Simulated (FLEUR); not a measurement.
# Collinear magnetic orders of MnS with FLEUR

A self-consistent run ends on one state, which hangs on the start. Several orders of MnS are started in FLEUR and their energies compared.

Program: FLEUR MaX-R8.1. Level of theory: PBE with U = 4 eV on Mn d; all-electron FLAPW, Dirac cores, scalar-relativistic bands. Results are calculated unless marked as measured.

This is a report of a sequence of runs, with most program output left out.

The database entry behind the starting cell differs from later determinations by our own check (an axis about 0.2 % short against later determinations), so it need not match the best structure at ambient conditions.

### Step 1. Set-up

It takes space group Fm-3m (No. 225, cubic). Conventional cell: a = 5.209 Å, b = 5.209 Å, c = 5.209 Å, α = 90.00°, β = 90.00°, γ = 90.00°. Nearest to Mn lie 6 S at 2.60 Å. Nearest to S lie 6 Mn at 2.60 Å. Farther neighbours and most contacts between anions are not listed.

Coordinates:

```
Mn S
1.0
     0.00000    2.60450    2.60450
     2.60450    0.00000    2.60450
     2.60450    2.60450    0.00000
Mn S
1 1
Direct
  0.00000 0.00000 0.00000
  0.50000 0.50000 0.50000
```

### Step 2. Start 1: ferro +

The parallel start is the test of whether parallel moments hold. The U counters the self-interaction that shrinks the moments of a localised shell.

inpgen writes inp.xml from crystal.txt; cutoffs, mixing, functional, smearing and local orbitals are then set in the file. The k list default-1 (kpts.xml, not shown) is a Γ-centred 8×8×8 mesh; where the ranks do not divide the number of points, some are split in two of half the weight.

inp.xml

```
<?xml version="1.0" encoding="UTF-8" standalone="no"?>
<fleurInput fleurInputVersion="0.39">
   <comment>
      MnS
   </comment>
   <calculationSetup>
      <cutoffs Kmax="3.97" Gmax="11.9" GmaxXC="11.9" numbands="0"/>
      <scfLoop itmax="120" minDistance="0.0001" maxIterBroyd="15" imix="Anderson" alpha="0.05" precondParam="0.0" spinf="2.0" sdNocoIR="T"/>
      <coreElectrons ctail="T" frcor="F" kcrel="0" coretail_lmax="0"/>
      <xcFunctional name="pbe" relativisticCorrections="F"/>
      <magnetism jspins="2"/>
      <soc l_soc="F" theta="0.0" phi="0.0" spav="F"/>
      <expertModes spex="0" secvar="F"/>
      <geometryOptimization l_f="F" forcealpha="1.0" forcemix="BFGS" epsdisp="0.00001" epsforce="0.00001"/>
      <ldaU l_linMix="F" mixParam="0.05" spinf="1.0"/>
   </calculationSetup>
   <cell>
      <bzIntegration valenceElectrons="21.0" mode="hist" fermiSmearingEnergy="0.00183747">
         <kPointListSelection listName="default-1"/>
         <xi:include xmlns:xi="http://www.w3.org/2001/XInclude" href="kpts.xml"> </xi:include>
      </bzIntegration>
      <xi:include xmlns:xi="http://www.w3.org/2001/XInclude" href="sym.xml"> </xi:include>
      <bulkLattice scale="1.0">
         <bravaisMatrix>
            <row-1>    0.0000000000000000     4.9217916915206992     4.9217916915206992</row-1>
            <row-2>    4.9217916915206992     0.0000000000000000     4.9217916915206992</row-2>
            <row-3>    4.9217916915206992     4.9217916915206992     0.0000000000000000</row-3>
         </bravaisMatrix>
      </bulkLattice>
   </cell>
   <atomSpecies>
      <species name="Manganese 4.500" element="Mn" atomicNumber="25">
         <mtSphere radius="2.8" gridPoints="925" logIncrement="0.013"/>
         <atomicCutoffs lmax="10" lnonsphr="8"/>
         <electronConfig flipSpins="F">
            <coreConfig>(1s1/2) (2s1/2) (2p1/2) (2p3/2)</coreConfig>
            <valenceConfig>(3s1/2) (3p1/2) (3p3/2) (4s1/2) (3d3/2) (3d5/2)</valenceConfig>
            <stateOccupation state="(3d3/2)" spinUp="1.75" spinDown="0.25"/>
            <stateOccupation state="(3d5/2)" spinUp="3.0" spinDown="0.0"/>
         </electronConfig>
         <energyParameters s="4" p="4" d="3" f="4"/>
         <ldaU l="2" U="4.0" J="0.0" l_amf="F"/>
         <lo type="SCLO" l="0" n="3" eDeriv="0"/>
         <lo type="SCLO" l="1" n="3" eDeriv="0"/>
      </species>
      <species name="Sulfur (S)" element="S" atomicNumber="16">
         <mtSphere radius="1.89" gridPoints="625" logIncrement="0.018"/>
         <atomicCutoffs lmax="8" lnonsphr="6"/>
         <electronConfig flipSpins="F">
            <coreConfig>(1s1/2) (2s1/2) (2p1/2) (2p3/2)</coreConfig>
            <valenceConfig>(3s1/2) (3p1/2) (3p3/2)</valenceConfig>
            <stateOccupation state="(3p1/2)" spinUp="0.666667" spinDown="0.666667"/>
            <stateOccupation state="(3p3/2)" spinUp="1.333333" spinDown="1.333333"/>
         </electronConfig>
         <energyParameters s="3" p="3" d="3" f="4"/>
      </species>
   </atomSpecies>
   <atomGroups>
      <atomGroup species="Manganese 4.500">
         <relPos label="                   1">.0000000000 .0000000000 .0000000000</relPos>
         <force calculate="T" relaxXYZ="TTT"/>
      </atomGroup>
      <atomGroup species="Sulfur (S)">
         <relPos label="                   2">1.000/2.000 1.000/2.000 1.000/2.000</relPos>
         <force calculate="T" relaxXYZ="TTT"/>
      </atomGroup>
   </atomGroups>
   <output dos="F" band="F" slice="F">
      <bandDOS minEnergy="-.5*Htr" maxEnergy="0.5*Htr" sigma="0.015" storeEVData="T"/>
      <plotting iplot="0" polar="F">
         <plot TwoD="T" vec1="  1.0  0.0  0.0" vec2="  0.0  1.0  0.0" vec3="  0.0  0.0  1.0" zero="  0.0  0.0  0.0" file="plot"/>
      </plotting>
      <moessbauerParams electricFieldGradient="F" isomerShift="F" coreHyperfine="F" valenceHyperfine="F"/>
   </output>
</fleurInput>
```

crystal.txt

```
MnS
&input film=F cartesian=F /
0.00000000000  2.60450000000  2.60450000000
2.60450000000  0.00000000000  2.60450000000
2.60450000000  2.60450000000  0.00000000000
1.8897261246
1.0 1.0 1.0

2
25 0.00000000000  0.00000000000  0.00000000000 : 4.500
16 0.50000000000  0.50000000000  0.50000000000

&kpt div1=8 div2=8 div3=8 gamma=T /
```

Command:

```console
$ OMP_NUM_THREADS=1 inpgen -f crystal.txt > inpgen.log  # inp.xml is then edited as shown
$ OMP_NUM_THREADS=1 mpirun -n 4 fleur_MPI > fleur.log
```

Elapsed: 11 s, on 4 MPI ranks of Intel Xeon Platinum 8559C (Emerald Rapids), shared host; peak memory 0.24 GiB.

Numbers from this step:

| Quantity | Value |
| --- | --- |
| free energy | -42391.4183 eV |
| program's band gap on this mesh (in a metal only a level spacing) | 0.8209 eV |
| magnetization | 5 μB |
| final state | ferromagnetic |
| largest moment | 4.763 μB |

After 15 cycles the largest moment stands at 4.76 μB.

### Step 3. Run 2 (antiferro q=(0,1/2,1/2) +-)

Reversing part of the moments tests the sign of the couplings between them.

This order needs a doubled cell of 4 atoms. The mesh is halved along the doubled vector, so that both cells sample the same points. The k list default-1 (kpts.xml, not shown) is a Γ-centred 8×4×8 mesh.

inp.xml: that of step 2 with these lines changed.

```diff
@@ -17,3 +17,3 @@
    <cell>
-      <bzIntegration valenceElectrons="21.0" mode="hist" fermiSmearingEnergy="0.00183747">
+      <bzIntegration valenceElectrons="42.0" mode="hist" fermiSmearingEnergy="0.00183747">
          <kPointListSelection listName="default-1"/>
@@ -25,4 +25,4 @@
             <row-1>    0.0000000000000000     4.9217916915206992     4.9217916915206992</row-1>
-            <row-2>    4.9217916915206992     0.0000000000000000     4.9217916915206992</row-2>
-            <row-3>    4.9217916915206992     4.9217916915206992     0.0000000000000000</row-3>
+            <row-2>    9.8435833830413983     0.0000000000000000     9.8435833830413983</row-2>
+            <row-3>    9.8435833830413983     4.9217916915206992     4.9217916915206992</row-3>
          </bravaisMatrix>
@@ -39,2 +39,16 @@
             <stateOccupation state="(3d5/2)" spinUp="3.0" spinDown="0.0"/>
+         </electronConfig>
+         <energyParameters s="4" p="4" d="3" f="4"/>
+         <ldaU l="2" U="4.0" J="0.0" l_amf="F"/>
+         <lo type="SCLO" l="0" n="3" eDeriv="0"/>
+         <lo type="SCLO" l="1" n="3" eDeriv="0"/>
+      </species>
+      <species name="Manganese -4.500" element="Mn" atomicNumber="25">
+         <mtSphere radius="2.8" gridPoints="925" logIncrement="0.013"/>
+         <atomicCutoffs lmax="10" lnonsphr="8"/>
+         <electronConfig flipSpins="F">
+            <coreConfig>(1s1/2) (2s1/2) (2p1/2) (2p3/2)</coreConfig>
+            <valenceConfig>(3s1/2) (3p1/2) (3p3/2) (4s1/2) (3d3/2) (3d5/2)</valenceConfig>
+            <stateOccupation state="(3d3/2)" spinUp="0.25" spinDown="1.75"/>
+            <stateOccupation state="(3d5/2)" spinUp="0.0" spinDown="3.0"/>
          </electronConfig>
@@ -62,4 +76,12 @@
       </atomGroup>
+      <atomGroup species="Manganese -4.500">
+         <relPos label="                   2">.0000000000 1.000/2.000 .0000000000</relPos>
+         <force calculate="T" relaxXYZ="TTT"/>
+      </atomGroup>
       <atomGroup species="Sulfur (S)">
-         <relPos label="                   2">1.000/2.000 1.000/2.000 1.000/2.000</relPos>
+         <relPos label="                   3">1.000/2.000 .0000000000 1.000/2.000</relPos>
+         <force calculate="T" relaxXYZ="TTT"/>
+      </atomGroup>
+      <atomGroup species="Sulfur (S)">
+         <relPos label="                   4">1.000/2.000 1.000/2.000 1.000/2.000</relPos>
          <force calculate="T" relaxXYZ="TTT"/>
```

crystal.txt

```
MnS
&input film=F cartesian=F /
0.00000000000  2.60450000000  2.60450000000
5.20900000000  0.00000000000  5.20900000000
5.20900000000  2.60450000000  2.60450000000
1.8897261246
1.0 1.0 1.0

4
25 0.00000000000  0.00000000000  0.00000000000 : 4.500
25 0.00000000000  0.50000000000  0.00000000000 : -4.500
16 0.50000000000  0.00000000000  0.50000000000
16 0.50000000000  0.50000000000  0.50000000000

&kpt div1=8 div2=4 div3=8 gamma=T /
```

Run time: 73 s. Hardware: 4 MPI ranks; peak memory 0.48 GiB; 4.9 min of CPU time.

Spin moment in the muffin-tin sphere by atom:

| atom | spin moment in the muffin-tin sphere (μB) |
| --- | --- |
| Mn1 | 4.73 |
| Mn2 | -4.73 |
| S3 | -0.03 |
| S4 | 0.03 |

This step gave:

```yaml
free_energy: -84782.8704 eV
program_s_band_gap_on_this_mesh_in_a_metal_only_a_level_spacing: 1.082 eV
magnetization: 0 μB
final_state: antiferromagnetic
```

It lies 16.9 meV a seeded atom under the first start, and its largest moment is 4.73 μB against 4.76 μB.

### Step 4. Run 3 (antiferro q=(0,0,1/2) +-)

The cell is doubled to 4 atoms to hold this order. The mesh is halved along the doubled vector, so that both cells sample the same points. The k list default-1 (kpts.xml, not shown) is a Γ-centred 8×8×4 mesh.

inp.xml: that of step 3 with these lines changed.

```diff
@@ -25,4 +25,4 @@
             <row-1>    0.0000000000000000     4.9217916915206992     4.9217916915206992</row-1>
-            <row-2>    9.8435833830413983     0.0000000000000000     9.8435833830413983</row-2>
-            <row-3>    9.8435833830413983     4.9217916915206992     4.9217916915206992</row-3>
+            <row-2>    4.9217916915206992     0.0000000000000000     4.9217916915206992</row-2>
+            <row-3>    9.8435833830413983     9.8435833830413983     0.0000000000000000</row-3>
          </bravaisMatrix>
@@ -77,3 +77,3 @@
       <atomGroup species="Manganese -4.500">
-         <relPos label="                   2">.0000000000 1.000/2.000 .0000000000</relPos>
+         <relPos label="                   2">.0000000000 .0000000000 1.000/2.000</relPos>
          <force calculate="T" relaxXYZ="TTT"/>
@@ -81,7 +81,4 @@
       <atomGroup species="Sulfur (S)">
-         <relPos label="                   3">1.000/2.000 .0000000000 1.000/2.000</relPos>
-         <force calculate="T" relaxXYZ="TTT"/>
-      </atomGroup>
-      <atomGroup species="Sulfur (S)">
-         <relPos label="                   4">1.000/2.000 1.000/2.000 1.000/2.000</relPos>
+         <relPos label="                   3">1.000/2.000 1.000/2.000 1.000/4.000</relPos>
+         <relPos label="                   4">1.000/2.000 1.000/2.000 -1.000/4.000</relPos>
          <force calculate="T" relaxXYZ="TTT"/>
```

crystal.txt

```
MnS
&input film=F cartesian=F /
0.00000000000  2.60450000000  2.60450000000
2.60450000000  0.00000000000  2.60450000000
5.20900000000  5.20900000000  0.00000000000
1.8897261246
1.0 1.0 1.0

4
25 0.00000000000  0.00000000000  0.00000000000 : 4.500
25 0.00000000000  0.00000000000  0.50000000000 : -4.500
16 0.50000000000  0.50000000000  0.25000000000
16 0.50000000000  0.50000000000  0.75000000000

&kpt div1=8 div2=8 div3=4 gamma=T /
```

Wall time 69 s (4 MPI ranks); peak memory 0.46 GiB.

Spin moment in the muffin-tin sphere by atom:

| atom | spin moment in the muffin-tin sphere (μB) |
| --- | --- |
| Mn1 | 4.64 |
| Mn2 | -4.64 |
| S3 | 0.00 |
| S4 | 0.00 |

Numbers from this step:

```
free energy                                                       : -84782.9330 eV
program's band gap on this mesh (in a metal only a level spacing) : 2.335 eV
magnetization                                                     : 0 μB
final state                                                       : antiferromagnetic
```

It lies 48.2 meV a seeded atom under the first start, and its largest moment is 4.64 μB against 4.76 μB.

### Step 5. Start 4: no spin polarisation

A spinless run shows what the cell costs with no moments; under a U that can hold a penalty on part-filled orbitals beside the lost exchange.

The k list default-1 (kpts.xml, not shown) is a Γ-centred 8×8×8 mesh.

inp.xml

```
<?xml version="1.0" encoding="UTF-8" standalone="no"?>
<fleurInput fleurInputVersion="0.39">
   <comment>
      MnS
   </comment>
   <calculationSetup>
      <cutoffs Kmax="3.97" Gmax="11.9" GmaxXC="11.9" numbands="0"/>
      <scfLoop itmax="120" minDistance="0.0001" maxIterBroyd="15" imix="Anderson" alpha="0.05" precondParam="0.0" spinf="2.0" sdNocoIR="T"/>
      <coreElectrons ctail="T" frcor="F" kcrel="0" coretail_lmax="0"/>
      <xcFunctional name="pbe" relativisticCorrections="F"/>
      <magnetism jspins="1"/>
      <soc l_soc="F" theta="0.0" phi="0.0" spav="F"/>
      <expertModes spex="0" secvar="F"/>
      <geometryOptimization l_f="F" forcealpha="1.0" forcemix="BFGS" epsdisp="0.00001" epsforce="0.00001"/>
      <ldaU l_linMix="F" mixParam="0.05" spinf="1.0"/>
   </calculationSetup>
   <cell>
      <bzIntegration valenceElectrons="21.0" mode="hist" fermiSmearingEnergy="0.00183747">
         <kPointListSelection listName="default-1"/>
         <xi:include xmlns:xi="http://www.w3.org/2001/XInclude" href="kpts.xml"> </xi:include>
      </bzIntegration>
      <xi:include xmlns:xi="http://www.w3.org/2001/XInclude" href="sym.xml"> </xi:include>
      <bulkLattice scale="1.0">
         <bravaisMatrix>
            <row-1>    0.0000000000000000     4.9217916915206992     4.9217916915206992</row-1>
            <row-2>    4.9217916915206992     0.0000000000000000     4.9217916915206992</row-2>
            <row-3>    4.9217916915206992     4.9217916915206992     0.0000000000000000</row-3>
         </bravaisMatrix>
      </bulkLattice>
   </cell>
   <atomSpecies>
      <species name="Manganese (Mn)" element="Mn" atomicNumber="25">
         <mtSphere radius="2.8" gridPoints="925" logIncrement="0.013"/>
         <atomicCutoffs lmax="10" lnonsphr="8"/>
         <electronConfig flipSpins="F">
            <coreConfig>(1s1/2) (2s1/2) (2p1/2) (2p3/2)</coreConfig>
            <valenceConfig>(3s1/2) (3p1/2) (3p3/2) (4s1/2) (3d3/2) (3d5/2)</valenceConfig>
            <stateOccupation state="(3d3/2)" spinUp="1.000000" spinDown="1.000000"/>
            <stateOccupation state="(3d5/2)" spinUp="1.500000" spinDown="1.500000"/>
         </electronConfig>
         <energyParameters s="4" p="4" d="3" f="4"/>
         <ldaU l="2" U="4.0" J="0.0" l_amf="F"/>
         <lo type="SCLO" l="0" n="3" eDeriv="0"/>
         <lo type="SCLO" l="1" n="3" eDeriv="0"/>
      </species>
      <species name="Sulfur (S)" element="S" atomicNumber="16">
         <mtSphere radius="1.89" gridPoints="625" logIncrement="0.018"/>
         <atomicCutoffs lmax="8" lnonsphr="6"/>
         <electronConfig flipSpins="F">
            <coreConfig>(1s1/2) (2s1/2) (2p1/2) (2p3/2)</coreConfig>
            <valenceConfig>(3s1/2) (3p1/2) (3p3/2)</valenceConfig>
            <stateOccupation state="(3p1/2)" spinUp="0.666667" spinDown="0.666667"/>
            <stateOccupation state="(3p3/2)" spinUp="1.333333" spinDown="1.333333"/>
         </electronConfig>
         <energyParameters s="3" p="3" d="3" f="4"/>
      </species>
   </atomSpecies>
   <atomGroups>
      <atomGroup species="Manganese (Mn)">
         <relPos label="                   1">.0000000000 .0000000000 .0000000000</relPos>
         <force calculate="T" relaxXYZ="TTT"/>
      </atomGroup>
      <atomGroup species="Sulfur (S)">
         <relPos label="                   2">1.000/2.000 1.000/2.000 1.000/2.000</relPos>
         <force calculate="T" relaxXYZ="TTT"/>
      </atomGroup>
   </atomGroups>
   <output dos="F" band="F" slice="F">
      <bandDOS minEnergy="-.5*Htr" maxEnergy="0.5*Htr" sigma="0.015" storeEVData="T"/>
      <plotting iplot="0" polar="F">
         <plot TwoD="T" vec1="  1.0  0.0  0.0" vec2="  0.0  1.0  0.0" vec3="  0.0  0.0  1.0" zero="  0.0  0.0  0.0" file="plot"/>
      </plotting>
      <moessbauerParams electricFieldGradient="F" isomerShift="F" coreHyperfine="F" valenceHyperfine="F"/>
   </output>
</fleurInput>
```

crystal.txt

```
MnS
&input film=F cartesian=F /
0.00000000000  2.60450000000  2.60450000000
2.60450000000  0.00000000000  2.60450000000
2.60450000000  2.60450000000  0.00000000000
1.8897261246
1.0 1.0 1.0

2
25 0.00000000000  0.00000000000  0.00000000000
16 0.50000000000  0.50000000000  0.50000000000

&kpt div1=8 div2=8 div3=8 gamma=T /
```

Elapsed: 9.5 s, on 4 MPI ranks; peak memory 0.24 GiB; 37 s of CPU time.

Numbers from this step:

| Property | Result |
| --- | --- |
| free energy | -42386.6166 eV |
| program's band gap on this mesh (in a metal only a level spacing) | 0.01614 eV |
| final state | non-magnetic (no spin polarisation) |

It lies 4802 meV a seeded atom over the first start.

### Step 6. Energies of the orders

Free energies are divided by the number of seeded atoms, so that cells of unlike size compare. Wavevectors q in the names are fractions of the primitive cell's reciprocal vectors.

Orders:

| start | final state | typed order kept | energy over the lowest (meV a seeded atom) | largest sphere moment (μB) | net moment (μB a primitive cell) | mesh matched | CPU time (s) |
| --- | --- | --- | --- | --- | --- | --- | --- |
| ferro + | ferromagnetic | yes | 48.24 | 4.763 | 5 | yes | 44.7 |
| antiferro q=(0,1/2,1/2) +- | antiferromagnetic | yes | 31.3 | 4.726 | 0 | yes | 291.3 |
| antiferro q=(0,0,1/2) +- | antiferromagnetic | yes | 0 | 4.636 | 0 | yes | 273.7 |
| no spin polarisation | non-magnetic | - | 4850 | 0 | 0 | yes | 37.05 |

### Step 7. Results

```
lowest state found                                                       : antiferromagnetic (typed antiferro q=(0,0,1/2) +-)
largest site spin moment                                                 : 4.64 μB
next finished state                                                      : antiferromagnetic, 31.3 meV a seeded atom higher
spinless run over the lowest (under a U no clean measure of the moments) : 4850 meV a seeded atom
```

The lowest state found is antiferromagnetic, reached from the start antiferro q=(0,0,1/2) +-, with moments up to 4.64 μB. The next finished state costs 31 meV a seeded atom. Under a U a spinless run can be left with part-filled orbitals, which the U penalises, or fall into a low-spin state, so its energy is no clean measure of what the moments gain. This is the lowest of 4 finished starts, no proof of the ground state.

[Logs and program files are shortened in this print: banners, set-up blocks, solver, clock and traceback lines can be left out without a mark of their own.]

[Logs are printed without paths, hosts, clocks, repeated set-up lines and the standing remarks that a program may print on its own settings, such as how far it seeks lower states.]

[Hosts, paths, dates, database ids (printed as entryN), source tags and the programs' standing remarks are cut or masked in the printed files.]

[Where a cell is said to come from a database of computed structures, the database is the Materials Project.]
